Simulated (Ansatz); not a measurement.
Rows from a G0W0 calculation on PtSe2/PtSe2 (1T bilayer) (Ansatz 0.2.0; G0W0 on PBE, plane waves, PAW; 6×6×1 mesh, 719 empty bands, screening to 75 eV), in eV. Spin-orbit coupling is left out.

```
row                      k  band   start       Σx  Σc at the solution      Vxc
  A  (0.000, 0.167, 0.000)    c2  -3.905  -16.214              -2.667  -19.309
  B  (0.000, 0.167, 0.000)    c1  -4.133  -16.100              -2.492  -18.983
  C  (0.000, 0.167, 0.000)    v2  -5.721  -19.481               1.726  -17.497
  D  (0.000, 0.167, 0.000)    v1  -5.333  -18.712               1.476  -16.995
```

**Question.** Give the quasiparticle energies and the shift of each level.

The quasiparticle equation reads E = start + Σx + Σc(E) − Vxc.

```
row  E (eV)  shift (eV)
  A  -3.477      +0.428
  B  -3.742      +0.392
  C  -5.979      −0.258
  D  -5.574      −0.241
```

The gap over the computed points goes from 1.20 eV to 1.83 eV.

Limits: not at the basis limit; coarse mesh for a sheet; no spin polarisation; d states lean on the start; no spin-orbit coupling.

[Paths, hosts, dates, memory and timing lines, banners, echoed tables and standing remarks are left out of the program output.]

[Logs are printed without paths, hosts, clocks, repeated set-up lines and the standing remarks that a program may print on its own settings, such as how far it seeks lower states.]

[Runs of the session that timed out or met a known fault of the program may be left out.]

[Cells called generated may have been cut or substituted from an entry of the Crystallography Open Database or the Materials Project.]

[Hosts, paths, dates, database ids (printed as entryN), source tags and the programs' standing remarks are cut or masked in the printed files.]
